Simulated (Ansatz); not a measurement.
# A hypothetical structure for CuNi3As

This structure for CuNi3As is made up. Its elements were placed in a known structure type with a cell scaled to their sizes. What cell does the guess relax to, and how far off was it?

Program: Ansatz 0.2.0. Level of theory: DFT, PBEsol, plane-wave PAW, files of the set soft_1, scalar-relativistic, ferromagnetic start, cell and ions relaxed at zero pressure; PAW set soft_1. Results are calculated unless marked as measured.

### Step 1. The starting structure

It takes space group Pm-3m (No. 221, cubic). Conventional cell: a = 3.949 Å, b = 3.949 Å, c = 3.949 Å, α = 90.00°, β = 90.00°, γ = 90.00°. Nearest to As lie 6 Ni at 1.97 Å. Nearest to Cu lie 12 Ni at 2.79 Å. Nearest to Ni lie 2 As at 1.97 Å and 4 Cu at 2.79 Å and 8 Ni at 2.79 Å. Farther neighbours are not listed.

### Step 2. Relaxation of the guess

The guessed cell has no reason to be at equilibrium. It is relaxed with the atoms, within the space group of the guess.

The input, input.yaml:

```yaml
crystal:
  lattice:
    - [3.949, 0.0, 0.0]
    - [0.0, 3.949, 0.0]
    - [0.0, 0.0, 3.949]
  atoms:
    - { symbol: As, position: [0.5, 0.5, 0.5] }
    - { symbol: Cu, position: [0.0, 0.0, 0.0], spin: 0.6 }
    - { symbol: Ni, position: [0.5, 0.0, 0.5], spin: 1.0 }
    - { symbol: Ni, position: [0.5, 0.5, 0.0], spin: 1.0 }
    - { symbol: Ni, position: [0.0, 0.5, 0.5], spin: 1.0 }
magnetization:
  spin_polarized: true
kpoints:
  mp_grid: { grid: [7, 7, 7] }
scf:
  occupations: { method: fermi_dirac, width: 0.05 }
hamiltonian:
  xc: pbesol
  pseudopotentials: { kind: paw, azcp: { folder: soft_1 }, xc_functional: pbe }
relax:
  f_tol: 0.015
  max_steps: 70
  cell: {}
output:
  forces: true
  stress: true
```

Run with:

```bash
ansatz run input.yaml --threads 4 --pin off --max-ram 8192MiB --backend cpu --events-out ev --progress --plain --runs-dir out
```

Numbers of over 12 decimals in the logs are rounded to 6 here.

Log:

```text
Engine: ansatz 0.2.0, x86_64-unknown-linux-gnu
Pseudopotentials: kind: paw
Pseudopotential: As, paw, valence charge 15, recommended cutoff 420 eV (normal), soft_1/As.paw.azcp
Pseudopotential: Cu, paw, valence charge 19, recommended cutoff 420 eV (normal), soft_1/Cu.paw.azcp
Pseudopotential: Ni, paw, valence charge 18, recommended cutoff 420 eV (normal), soft_1/Ni.paw.azcp
Functional definition: PBEsol
  exchange = pbesol_x
  correlation = pbesol_c
Crystal: 5 atoms, lattice volume = 61.583 Å³
Basis set: ecut = 420 eV, 1213 PW (Γ), exchange–correlation on 54×54×54 points (8 copies of the dense FFT grid, shifted against one another)
Bands: 55, of which v1, the nominal top of the filled ones, is band 44 counted from 1 (43 counted from 0)
Symmetry: 48 space group operations
Space group: Pm-3m (ITA 221), of the structure as read, at distance tolerance 3.9e-5 Å
Magnetic group: BNS 221.92 (UNI 1594), of the structure as read, at distance tolerance 3.9e-5 Å
k-points: 20 of 343
Non-local potential: As, projectors of the file, l = 0: 2, l = 1: 2, l = 2: 3, l = 3: 1
Non-local potential: Cu, projectors of the file, l = 0: 3, l = 1: 2, l = 2: 3, l = 3: 1
Non-local potential: Ni, projectors of the file, l = 0: 3, l = 1: 2, l = 2: 3, l = 3: 1
PAW form: soft (Blöchl's): semilocal exchange-correlation on the pseudo side does not see the compensation charge
PAW frozen core: As, regenerated for the run's functional, and the local potential with it (the file was generated under x = pbe(κ = 0.804, μ = 0.219515), c = pbe(β = 0.066725))
PAW frozen core: Cu, regenerated for the run's functional, and the local potential with it (the file was generated under x = pbe(κ = 0.804, μ = 0.219515), c = pbe(β = 0.066725))
PAW frozen core: Ni, regenerated for the run's functional, and the local potential with it (the file was generated under x = pbe(κ = 0.804, μ = 0.219515), c = pbe(β = 0.066725))
PAW one-centre angular grid: As, 590 points (default); XC on 64 Gauss nodes
PAW one-centre angular grid: Cu, 590 points (default); XC on 64 Gauss nodes
PAW one-centre angular grid: Ni, 590 points (default); XC on 64 Gauss nodes
Initial density: superposition of atomic densities (chi_scale 0.1, normalization cell)
Starting moments: Σ|m| = 3.6 μB on 4 of 5 sites
Initial wavefunctions: pseudopotential atomic-orbital guess
Functional: x = pbesol(κ = 0.804, μ = 0.123457), c = pbesol(β = 0.046)
SCF iter   1: F=—  HF=-28805.439980 eV  |F-HF|=—  |Δ(HF+E_count)|=         —  Δρ=1.86e-1 (↑1.35e-1 ↓1.86e-1)  dr2=5.04e1  dr2_m=1.48e0  M=1.849 μB ∫|m|=2.015 μB  β_m=0.30  ethr=3.10e-3  ⟨swp⟩=6.0  Hψ=8594  notcnv=0  defer=2
Mixer restart at iter 1: flushing history
preconditioner: auto → Kerker (q_TF=auto, 2.896 Å⁻¹)  [metal: Δε(μ)=0.022 eV  Ē_g=8.929 eV  σ=0.050 eV  W_gap=0.11  n_scr=26 (ndim 8)  ℏωp=32.1 eV  f_vac=0.000  D(μ)=7.44/eV (n_scr^D=92)]
spin=Collinear: Kerker preconditioning applied to the charge; magnetization (m = ρ↑ − ρ↓) channel mixes plain (no charge-response kernel on spin).
SCF iter   2: F=—  HF=-28810.278048 eV  |F-HF|=—  |Δ(HF+E_count)|=    4.84e0  Δρ=7.76e-2 (↑6.65e-2 ↓7.76e-2)  dr2=4.85e0  dr2_m=4.42e-1  M=1.687 μB ∫|m|=1.809 μB  β_m=0.27  ethr=3.10e-3  ⟨swp⟩=4.0  Hψ=5687  notcnv=0  defer=115
SCF iter   3: F=—  HF=-28808.735295 eV  |F-HF|=—  |Δ(HF+E_count)|=    1.54e0  Δρ=4.07e-2 (↑2.82e-2 ↓4.07e-2)  dr2=9.50e-1  dr2_m=5.41e-1  M=1.424 μB ∫|m|=1.562 μB  β_m=0.41  ethr=3.10e-3  ⟨swp⟩=2.1  Hψ=4642  notcnv=0  defer=123
SCF iter   4: F=—  HF=-28811.006232 eV  |F-HF|=—  |Δ(HF+E_count)|=    2.27e0  Δρ=5.44e-2 (↑3.72e-2 ↓5.44e-2)  dr2=3.65e0  dr2_m=5.70e-1  M=0.889 μB ∫|m|=1.075 μB  β_m=0.11  ethr=1.08e-3  ⟨swp⟩=2.5  Hψ=4663  notcnv=0  defer=124
SCF iter   5: F=—  HF=-28811.586112 eV  |F-HF|=—  |Δ(HF+E_count)|=   5.80e-1  Δρ=3.71e-2 (↑2.27e-2 ↓3.71e-2)  dr2=5.24e-1  dr2_m=3.82e-1  M=0.723 μB ∫|m|=0.922 μB  β_m=0.49  ethr=1.08e-3  ⟨swp⟩=2.4  Hψ=2981  notcnv=0  defer=124
SCF iter   6: F=—  HF=-28812.275334 eV  |F-HF|=—  |Δ(HF+E_count)|=   6.89e-1  Δρ=2.18e-2 (↑1.83e-2 ↓2.18e-2)  dr2=5.97e-1  dr2_m=2.19e-2  M=0.065 μB ∫|m|=0.112 μB  β_m=0.59  ethr=5.95e-4  ⟨swp⟩=3.0  Hψ=3962  notcnv=0  defer=122
SCF iter   7: F=—  HF=-28812.298853 eV  |F-HF|=—  |Δ(HF+E_count)|=         —  Δρ=1.84e-2 (↑1.65e-2 ↓1.84e-2)  dr2=5.22e-1  dr2_m=4.97e-3  M=0.006 μB ∫|m|=0.038 μB  β_m=0.59  ethr=5.95e-4  ⟨swp⟩=2.0  Hψ=2517  notcnv=0  defer=122
Mixer restart at iter 7: flushing history
SCF iter   8: F=—  HF=-28812.328949 eV  |F-HF|=—  |Δ(HF+E_count)|=   3.01e-2  Δρ=1.82e-2 (↑1.82e-2 ↓1.69e-2)  dr2=3.87e-1  dr2_m=1.44e-3  M=0.004 μB ∫|m|=0.022 μB  β_m=0.45  ethr=5.93e-4  ⟨swp⟩=2.2  Hψ=4286  notcnv=0  defer=122
SCF iter   9: F=—  HF=-28812.232153 eV  |F-HF|=—  |Δ(HF+E_count)|=   9.68e-2  Δρ=5.21e-3 (↑5.21e-3 ↓4.49e-3)  dr2=5.71e-2  dr2_m=1.08e-3  M=0.003 μB ∫|m|=0.019 μB  β_m=0.54  ethr=4.39e-4  ⟨swp⟩=2.0  Hψ=4632  notcnv=0  defer=128
SCF iter  10: F=—  HF=-28812.231315 eV  |F-HF|=—  |Δ(HF+E_count)|=   8.38e-4  Δρ=4.94e-3 (↑4.20e-3 ↓4.94e-3)  dr2=2.22e-2  dr2_m=1.53e-4  M=0.001 μB ∫|m|=0.008 μB  β_m=0.41  ethr=6.49e-5  ⟨swp⟩=2.1  Hψ=3273  notcnv=0  defer=128
SCF iter  11: F=—  HF=-28812.224700 eV  |F-HF|=—  |Δ(HF+E_count)|=   6.62e-3  Δρ=1.73e-3 (↑1.61e-3 ↓1.73e-3)  dr2=2.06e-3  dr2_m=8.22e-5  M=0.001 μB ∫|m|=0.006 μB  β_m=0.71  ethr=2.53e-5  ⟨swp⟩=2.0  Hψ=3368  notcnv=0  defer=128
SCF iter  12: F=—  HF=-28812.226311 eV  |F-HF|=—  |Δ(HF+E_count)|=   1.61e-3  Δρ=1.42e-3 (↑1.42e-3 ↓1.36e-3)  dr2=3.87e-3  dr2_m=4.30e-5  M=0.001 μB ∫|m|=0.004 μB  β_m=0.79  ethr=2.34e-6  ⟨swp⟩=2.0  Hψ=4245  notcnv=0  defer=128
SCF iter  13: F=—  HF=-28812.226093 eV  |F-HF|=—  |Δ(HF+E_count)|=   2.19e-4  Δρ=5.55e-4 (↑5.55e-4 ↓5.51e-4)  dr2=6.09e-4  dr2_m=5.00e-6  M=0.000 μB ∫|m|=0.001 μB  β_m=0.78  ethr=2.34e-6  ⟨swp⟩=1.2  Hψ=2333  notcnv=0  defer=128
SCF iter  14: F=—  HF=-28812.226046 eV  |F-HF|=—  |Δ(HF+E_count)|=   4.63e-5  Δρ=1.32e-4 (↑1.20e-4 ↓1.32e-4)  dr2=3.52e-5  dr2_m=1.91e-7  M=0.000 μB ∫|m|=0.000 μB  β_m=0.74  ethr=6.92e-7  ⟨swp⟩=1.0  Hψ=2228  notcnv=0  defer=128
SCF iter  15: F=—  HF=-28812.226069 eV  |F-HF|=—  |Δ(HF+E_count)|=   2.24e-5  Δρ=4.31e-5 (↑4.09e-5 ↓4.31e-5)  dr2=3.87e-6  dr2_m=1.11e-9  M=0.000 μB ∫|m|=0.000 μB  β_m=0.77  ethr=4.00e-8  ⟨swp⟩=2.0  Hψ=2389  notcnv=0  defer=128
SCF iter  16: F=—  HF=-28812.226068 eV  |F-HF|=—  |Δ(HF+E_count)|=   4.83e-7  Δρ=6.12e-6 (↑4.80e-6 ↓6.12e-6)  dr2=4.13e-8  dr2_m=4.46e-10  M=-0.000 μB ∫|m|=0.000 μB  β_m=0.88  ethr=4.39e-9  ⟨swp⟩=2.0  Hψ=2535  notcnv=0  defer=128
[...]
relax step   4: F+E_penalty+E_count = -28813.57210969 eV  Δ(F+E_penalty+E_count) = -5.627e-3 eV  max|allowed force component| = 1.037e-28 eV/Å  Δτ_max = 0.0000 Å  P = -0.103 GPa  Ω = 75.191 Å³  energy of the carried Pulay correction = -1.044e-2 eV  (10 SCF iters, dr2 threshold 5.00e-7 eV, accepted)
[...]
relax step   5: F+E_penalty+E_count = -28813.57216929 eV  Δ(F+E_penalty+E_count) = -5.959e-5 eV  max|allowed force component| = 1.267e-29 eV/Å  Δτ_max = 0.0000 Å  P = -0.001 GPa  Ω = 75.132 Å³  energy of the carried Pulay correction = -1.040e-2 eV  (9 SCF iters, dr2 threshold 2.63e-8 eV, accepted)
[...]
relax step   6: F+E_penalty+E_count = -28813.59477268 eV  Δ(F+E_penalty+E_count) = -2.260e-2 eV  max|allowed force component| = 7.659e-29 eV/Å  Δτ_max = 0.0000 Å  P = +0.596 GPa  Ω = 75.132 Å³  stress off target by 5.96e-1 GPa  SCF on the basis re-selected at this cell (its energy is not comparable with the rows above)  (17 SCF iters)
[...]
relax step   7: F+E_penalty+E_count = -28813.59529691 eV  Δ(F+E_penalty+E_count) = -5.242e-4 eV  max|allowed force component| = 1.264e-29 eV/Å  Δτ_max = 0.0000 Å  P = +0.059 GPa  Ω = 75.478 Å³  energy of the carried Pulay correction = -1.802e-4 eV  (8 SCF iters, dr2 threshold 5.00e-7 eV, accepted)
[...]
relax step   8: F+E_penalty+E_count = -28813.59528430 eV  Δ(F+E_penalty+E_count) = +1.261e-5 eV  max|allowed force component| = 4.307e-29 eV/Å  Δτ_max = 0.0000 Å  P = +0.003 GPa  Ω = 75.515 Å³  energy of the carried Pulay correction = -1.999e-4 eV  (8 SCF iters, dr2 threshold 8.83e-9 eV, accepted)
iter 1 solved again at ethr=5.14e-8 eV; its pass at ethr=3.10e-3 eV (dr2=4.53e-5 eV) is discarded
SCF iter   1: F=—  HF=-28813.595467 eV  |F-HF|=—  |Δ(HF+E_count)|=         —  Δρ=5.66e-6 (↑5.66e-6 ↓5.61e-6)  dr2=5.55e-8  dr2_m=5.94e-12  M=-0.000 μB ∫|m|=0.000 μB  β_m=0.65  ethr=5.14e-8  ⟨swp⟩=4.0  Hψ=15976  notcnv=0
preconditioner: auto → Kerker (q_TF=auto, 2.181 Å⁻¹)  [metal: Δε(μ)=0.105 eV  Ē_g=8.497 eV  σ=0.050 eV  W_gap=0.43  n_scr=18 (ndim 8)  ℏωp=29.0 eV  f_vac=0.000  D(μ)=4.21/eV (n_scr^D=32)]
spin=Collinear: Kerker preconditioning applied to the charge; magnetization (m = ρ↑ − ρ↓) channel mixes plain (no charge-response kernel on spin).
SCF iter   2: F=—  HF=-28813.595465 eV  |F-HF|=—  |Δ(HF+E_count)|=   1.75e-6  Δρ=2.01e-5 (↑2.00e-5 ↓2.01e-5)  dr2=7.63e-7  dr2_m=2.74e-12  M=-0.000 μB ∫|m|=0.000 μB  β_m=0.30  ethr=6.31e-11  ⟨swp⟩=3.0  Hψ=4563  notcnv=0
SCF iter   3: F=—  HF=-28813.595465 eV  |F-HF|=—  |Δ(HF+E_count)|=   7.40e-8  Δρ=2.51e-6 (↑2.51e-6 ↓2.47e-6)  dr2=1.15e-8  dr2_m=1.75e-12  M=-0.000 μB ∫|m|=0.000 μB  β_m=0.31  ethr=6.31e-11  ⟨swp⟩=2.0  Hψ=3962  notcnv=0
SCF iter   4: F=—  HF=-28813.595465 eV  |F-HF|=—  |Δ(HF+E_count)|=   1.11e-8  Δρ=1.01e-6 (↑1.01e-6 ↓9.72e-7)  dr2=1.27e-9  dr2_m=1.05e-12  M=-0.000 μB ∫|m|=0.000 μB  β_m=0.39  ethr=1.30e-11  ⟨swp⟩=2.0  Hψ=3920  notcnv=0
SCF iter   5: F=—  HF=-28813.595465 eV  |F-HF|=—  |Δ(HF+E_count)|=   1.16e-9  Δρ=6.59e-7 (↑6.18e-7 ↓6.59e-7)  dr2=5.22e-10  dr2_m=5.54e-13  M=-0.000 μB ∫|m|=0.000 μB  β_m=0.45  ethr=1.44e-12  ⟨swp⟩=2.0  Hψ=3954  notcnv=0
SCF iter   6: F=—  HF=-28813.595465 eV  |F-HF|=—  |Δ(HF+E_count)|=   1.42e-9  Δρ=4.55e-7 (↑4.24e-7 ↓4.55e-7)  dr2=4.08e-10  dr2_m=2.28e-13  M=-0.000 μB ∫|m|=0.000 μB  β_m=0.66  ethr=1.00e-12  ⟨swp⟩=2.0  Hψ=2926  notcnv=0
SCF iter   7: F=—  HF=-28813.595465 eV  |F-HF|=—  |Δ(HF+E_count)|=   1.14e-9  Δρ=2.87e-7 (↑2.75e-7 ↓2.87e-7)  dr2=2.44e-10  dr2_m=3.83e-14  M=-0.000 μB ∫|m|=0.000 μB  β_m=0.83  ethr=1.00e-12  ⟨swp⟩=2.0  Hψ=3066  notcnv=0
SCF iter   8: F=—  HF=-28813.595465 eV  |F-HF|=—  |Δ(HF+E_count)|=  3.57e-10  Δρ=1.46e-7 (↑1.46e-7 ↓1.46e-7)  dr2=5.64e-11  dr2_m=8.03e-16  M=0.000 μB ∫|m|=0.000 μB  β_m=0.91  ethr=1.00e-12  ⟨swp⟩=2.0  Hψ=3078  notcnv=0
SCF iter   9: F=-28813.595465 eV  HF=-28813.595465 eV  |F-HF|=3.64e-12  |Δ(HF+E_count)|=  1.46e-11  Δρ=1.97e-8 (↑1.97e-8 ↓1.97e-8)  dr2=5.15e-13  dr2_m=2.13e-18  M=0.000 μB ∫|m|=0.000 μB  ethr=1.00e-12  ⟨swp⟩=3.0  Hψ=7220  notcnv=0
the starting moments were not kept: the SCF closed with an absolute magnetisation of 4.5e-9 μB, where they sum to 3.6 μB in size (4 sites). That is at most 0.1 of that sum. Measured as dr2_m measures the in/out step, that magnetisation stands 1.3e-17 eV from none, at or under the dr2_threshold of 5.0e-11 eV: it is no larger than a step whose dr2_m would equal this threshold.
SCF 9 converged in 9 iterations: F = -28813.595465 eV  dr2 = 5.15e-13
relax step   9: F+E_penalty+E_count = -28813.59546486 eV  Δ(F+E_penalty+E_count) = -1.806e-4 eV  max|allowed force component| = 2.850e-29 eV/Å  Δτ_max = 0.0000 Å  P = -0.003 GPa  Ω = 75.515 Å³  stress off target by 2.66e-3 GPa  SCF on the basis re-selected at this cell (its energy is not comparable with the rows above)  (9 SCF iters)
basis re-selected at this cell: Δ(F+E_penalty+E_count) = -1.806e-4 eV, ΔP = -0.005 GPa vs the last step (what re-selecting the basis moved, of the pressure what is left beyond the Pulay correction that the steps carried, after the strain that the cell walked since its last selection, with what the two solves' SCF thresholds leave and, on support functions, any second-order correction that the steps lacked; it is no m [...]
SCF converged after 9 iterations
Magnetization: 0.0000 μB (44.0000 up, 44.0000 down)
Absolute magnetization: 0.0000 μB (∫|ρ↑−ρ↓|, with the PAW one-centre terms)
Spin contamination: 0.0000 ħ² per cell (⟨S²⟩ above its minimum at these occupations)
Per-site moments (μB) at R_I (Å): [(7.889738719674251e-11, 0.871777), (-8.518179264067246e-11, 1.232878), (1.1865102945574059e-9, 0.871777), (1.1865106279797848e-9, 0.871777), (1.1865111059194662e-9, 0.871777)]
Free energy (F): -28813.595465 eV
Harris-Foulkes:  -28813.595465 eV  (|F-HF|=3.64e-12)
Internal energy: -28813.558869 eV  (E = F + TS)
E sigma→0 (E₀):  -28813.577167 eV
Entropy (-TS):   -0.036596 eV (-7.319 meV/atom)
Fermi energy:    12.003104 eV
--- Per-component energies (eV) ---
  E_band       = -1790.257264
  E_kinetic    = 1382.618293
  E_local      = -17379.695796  (includes V_loc(G=0)·N_el)
  E_nonlocal   = 174.379854
  E_hartree    = 8653.443224
  E_xc         = -470.165578
  E_vxc        = -592.127449  (∫ρ·V_xc dr)
  E_paw        = -8637.731535  (= ΣΔE_a)
  E_vpaw       = -2682.322909  (= ΣTr[D̂ρ^β])
  E_aug_tail   = 0.004224  (compensation charges beyond the density's cutoff)
  E_ewald      = -12538.176056
  E_core_change = 1.764501  (= ΣΔE_core)
  E_smearing   = -0.036596  (= −TS)
  E_closure    = 0.000000  (closes the sum)
  Σ components = -28813.595465   (vs F -28813.595465, Δ=0.00e0)
--- Forces (eV/Å), atoms counted from 1 ---
  atom   1  As     0.00000000     0.00000000     0.00000000
  atom   2  Cu    -0.00000000    -0.00000000    -0.00000000
  atom   3  Ni     0.00000000    -0.00000000    -0.00000000
  atom   4  Ni    -0.00000000    -0.00000000    -0.00000000
  atom   5  Ni     0.00000000    -0.00000000     0.00000000
  max |Σ_I F_I| component: 4.68e-29 eV/Å
--- Stress (GPa, compression-positive) ---
       -0.002660      -0.000000       0.000000
       -0.000000      -0.002660       0.000000
        0.000000       0.000000      -0.002660
  P = ⅓ Tr σ = -0.0027 GPa (-0.027 kbar)
--- Relaxed structure (7 steps of the walk, 7 accepted, 2 SCFs on fresh bases) ---
  F+E_penalty+E_count = -28813.59546486 eV   max|allowed force component| = 2.850e-29 eV/Å   (the final SCF, on the basis selected at the relaxed cell)
  cell:  # Å, volume = 75.5151 Å³
    - [4.226796, 0, 0]
    - [0, 4.226796, 0]
    - [0, 0, 4.226796]
  atoms:
    - { symbol: As, position: [0.5, 0.5, 0.5] }
    - { symbol: Cu, position: [0, 0, 0] }
    - { symbol: Ni, position: [0.5, 0, 0.5] }
    - { symbol: Ni, position: [0.5, 0.5, 0] }
    - { symbol: Ni, position: [0, 0.5, 0.5] }
```

The job ended after 19 s (4 threads of Intel Xeon Platinum 8559C (Emerald Rapids), shared host; peak memory 0.58 GiB; 67 s of CPU time).

Relaxation path:

```csv
step,energy less that of the first step (eV),largest force component (eV/Å),pressure (GPa),volume (Å³)
1,0.0000,0.0000,38.17,61.58
2,-1.2510,0.0000,8.01,71.04
3,-1.3404,0.0000,1.93,74.05
4,-1.3460,0.0000,-0.10,75.19
5,-1.3461,0.0000,0.00,75.13
6*,-1.3687,0.0000,0.60,75.13
7,-1.3692,0.0000,0.06,75.48
8,-1.3692,0.0000,0.00,75.52
9*,-1.3694,0.0000,0.00,75.52
```

Relaxation steps marked * repeat the geometry before them on a plane-wave basis chosen anew for their cell, so energy and pressure can jump there.

Forces are held to the 48 operations that the run works with; a distortion that breaks them can't arise in this run.

```csv
"conventional cell, symmetrised",before,after,change
a (Å),3.949,4.227,+7.0 %
b (Å),3.949,4.227,+7.0 %
c (Å),3.949,4.227,+7.0 %
volume (Å³/atom),12.32,15.10,+22.6 %
```

Final coordinates:

```xyz
5
Lattice="4.2268 0.0000 0.0000 0.0000 4.2268 0.0000 0.0000 0.0000 4.2268" Properties=species:S:1:pos:R:3 pbc="T T T"
As    2.1134    2.1134    2.1134
Cu    0.0000    0.0000    0.0000
Ni    2.1134    0.0000    2.1134
Ni    2.1134    2.1134    0.0000
Ni    0.0000    2.1134    2.1134
```

This step gave:

| Quantity | Value |
| --- | --- |
| free energy | -28813.5955 eV |
| energy at zero smearing | -28813.5772 eV |
| smearing term TS | 0.03660 eV |
| Fermi energy | 12.00 eV |
| electrons | 88 |
| symmetry operations | 48 |
| pressure | -0.002660 GPa |

The shortest distance of each pair, which need not be the same contact before and after:

```csv
pair,guess (Å),relaxed (Å)
As–Ni,1.974,2.113
Cu–Ni,2.792,2.989
Ni–Ni,2.792,2.989
As–Cu,3.420,3.661
As–As,3.949,4.227
```

The relaxation ends with a pressure of 0.00 GPa. No moment survives the cycle: this start ends non-magnetic.

### Step 3. Results

| Item | Value |
| --- | --- |
| space group, relaxed | Pm-3m |
| conventional cell | a = 4.227, b = 4.227, c = 4.227 Å; α = 90.0°, β = 90.0°, γ = 90.0° |
| volume per atom | 15.10 Å³ (guess 12.32) |
| total moment | 0.00 μB in the cell of 5 atoms |

What this shows: CuNi3As relaxes to Pm-3m with a = 4.227, b = 4.227 and c = 4.227 Å. The guessed volume was 18 % too small. The space group Pm-3m was held in the relaxation, so the end point is a stationary structure within it and may be a saddle against distortions or other arrangements. The moments died out from this one start and weren't seeded again at the relaxed cell. Mesh and cutoff weren't tested. No dispersion term is used, so weakly bound directions may come out too long. Nothing here tests whether the compound is stable against decomposition.

[Logs are printed without paths, hosts, clocks, repeated set-up lines and the standing remarks that a program may print on its own settings, such as how far it seeks lower states.]

[Hosts, paths, dates, database ids (printed as entryN), source tags and the programs' standing remarks are cut or masked in the printed files.]
